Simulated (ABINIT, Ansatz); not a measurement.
Planning a run of ABINIT 10.8.3 on YSF (P4/nmm). The input:

```
acell 3*1.0 Angstrom
rprim 
  3.772985040000 0.000000000000 0.000000000000
  0.000000000000 3.772985040000 0.000000000000
  0.000000000000 0.000000000000 6.826667120000
ntypat 3
znucl 39 16 9
natom 6
typat 1 1 2 2 3 3
xred 
  0.000000000000 0.500000000000 0.227228020000
  0.500000000000 0.000000000000 0.772771980000
  0.000000000000 0.500000000000 0.645567190000
  0.500000000000 0.000000000000 0.354432810000
  0.000000000000 0.000000000000 0.000000000000
  0.500000000000 0.500000000000 0.000000000000
pp_dirpath "pseudos"
pseudos "Y.upf, S.upf, F.upf"
ecut 36
ngkpt 4 4 2
nshiftk 1
shiftk 0 0 0
kptopt 1
chksymbreak 0
istwfk *1
occopt 1
irdwfk 1
optdriver 3
nband 142
ecuteps 5.2
inclvkb 2
awtr 1
symchi 1
indata_prefix "in"
outdata_prefix "out"
tmpdata_prefix "tmp"
```

```sh
OMP_NUM_THREADS=1 mpirun -n 8 abinit run.abi > log
```

**Question.** Estimate wall time and host memory on 8 MPI ranks of Arm Neoverse V1, shared host.

It took 1.9 min; on shared hardware allow 58 s to 3.9 min. Peak host memory was 3.8 GiB.

[Paths, hosts, dates, memory and timing lines, banners, echoed tables and standing remarks are left out of the program output.]

[Logs are printed without paths, hosts, clocks, repeated set-up lines and the standing remarks that a program may print on its own settings, such as how far it seeks lower states.]

[Runs of the session that timed out or met a known fault of the program may be left out.]

[Hosts, paths, dates, database ids (printed as entryN), source tags and the programs' standing remarks are cut or masked in the printed files.]

[G0W0 gaps are taken among the corrected bands and points alone; a level outside them can change the order at an edge.]

[Where Ansatz stands beside ABINIT at settings called matched, ABINIT's density can come from a denser mesh and the files from another edition; pairs whose starting gaps differed by over 0.03 eV were left out, so agreement reads better than it is.]
